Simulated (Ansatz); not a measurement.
## GaN, zinc blende: band edges under a change of volume

How fast do the gaps move when the cell is scaled evenly?

Calculated with Ansatz 0.2.0, r2SCAN, PAW files of the set soft_1, cutoff 600 eV, Fermi–Dirac smearing 0.02 eV, k-mesh 11×11×11, no spin polarisation, no spin-orbit coupling.

Reference cell, relaxed at zero pressure with r2SCAN (F-43m): a = 3.1806 Å, b = 3.1806 Å, c = 3.1806 Å, α = 60.00°, β = 60.00°, γ = 60.00°.

```
atom       x       y       z
  Ga  0.0000  0.0000  0.0000
   N  0.7500  0.7500  0.7500
```

Levels are read on the k-mesh and along lines from Γ to X = (0.5, 0, 0.5), L = (0.5, 0.5, 0.5), K = (0.375, 0.375, 0.75) and W = (0.5, 0.25, 0.75) in the reciprocal basis of this cell (the letters only name these points), and count from the highest filled level.

```
ln(V/V0)  gap (eV)  direct gap at Γ (eV)
 −0.0619     2.585                 2.585
 −0.0408     2.444                 2.444
 −0.0202     2.305                 2.305
  0.0000     2.169                 2.169
  0.0392     1.906                 1.906
  0.0583     1.778                 1.778
```

**Question.** Fit the direct gap at Γ and give it at ln(V/V0) = 0.0198, a row left out above.

A straight line through the 6 rows: the means are −0.004233 for ln(V/V0) and 2.1978 for the level, Σ(Δx)² = 0.01073 and ΣΔxΔy = −0.07209, so the slope is −0.07209/0.01073 = −6.7171 and the intercept 2.1978 − (−6.7171)(−0.004233) = 2.1694.

The slope is the volume deformation potential of this gap, −6.72 eV, as a mean over the range. The line gives 2.036 eV. The run itself gives 2.036 eV, so the estimate misses by 0.000 eV, a rounding's worth.

The gap is direct at Γ in every row. Semilocal functionals give gaps that are too small, and the error differs from valley to valley, so the order of close valleys can be wrong too.

[Logs are printed without paths, hosts, clocks, repeated set-up lines and the standing remarks that a program may print on its own settings, such as how far it seeks lower states.]
